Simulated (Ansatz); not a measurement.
# SiC: which shell does photoemission see at 21.2 and 1486.7 eV? (PBEsol)

The valence band of SiC mixes several shells. Work out by hand which one leads the spectrum's area at each photon energy.

Filled states come from the projected DOS of Ansatz 0.2.0 (PBEsol, plane waves); cross sections σ and asymmetry parameters β are those of free atoms in a Dirac–Hartree–Slater calculation. A shell's area is states × σ × angular factor, which is 1 + β·P₂(cos θ) for linear light, with θ = 10° from the polarisation and P₂ = 0.955.

**At 21.2 eV** (states counted from 11.2 eV below the zero; other shells add 0 to the products' sum of 24.6):

| shell | filled states a cell | cross section (Mb an electron) | β | angular factor | product | share by hand (%) | share in the simulated spectrum (%) |
| --- | --- | --- | --- | --- | --- | --- | --- |
| Si 3s | 0.56 | 0.129 | 2.00 | 2.91 | 0.211 | 1 | 1 |
| Si 3p | 1.68 | 0.148 | 0.75 | 1.71 | 0.426 | 2 | 2 |
| C 2s | 0.60 | 0.584 | 2.00 | 2.91 | 1.02 | 4 | 4 |
| C 2p | 3.71 | 2.74 | 1.32 | 2.27 | 23 | 93 | 93 |

**At 1486.7 eV** (states counted from 16.9 eV below the zero; other shells add 0 to the products' sum of 0.00287):

| shell | filled states a cell | cross section (Mb an electron) | β | angular factor | product | share by hand (%) | share in the simulated spectrum (%) |
| --- | --- | --- | --- | --- | --- | --- | --- |
| Si 3s | 0.91 | 0.000534 | 2.00 | 2.91 | 0.00141 | 49 | 49 |
| Si 3p | 2.05 | 8.81e-05 | 1.00 | 1.95 | 0.000353 | 12 | 12 |
| C 2s | 1.15 | 0.000314 | 2.00 | 2.91 | 0.00105 | 37 | 37 |
| C 2p | 3.81 | 9.78e-06 | 0.34 | 1.32 | 4.92e-05 | 2 | 2 |

C 2p leads at 21.2 eV and Si 3s at 1486.7 eV. Between the two energies σ of C 2p changes by a factor 3.6e-6 and that of Si 3s by 0.0041, so their ratio moves 1159-fold in favour of the second. The simulated spectrum uses the same rule on the energy-resolved DOS, so the two share columns agree within a few points.

Only crystals where the two columns agree within 4 points and the lead is clear are worked in this form. Free-atom cross sections ignore the solid's final states, no escape depth or background enters, and the count of states a shell hangs on the projection.
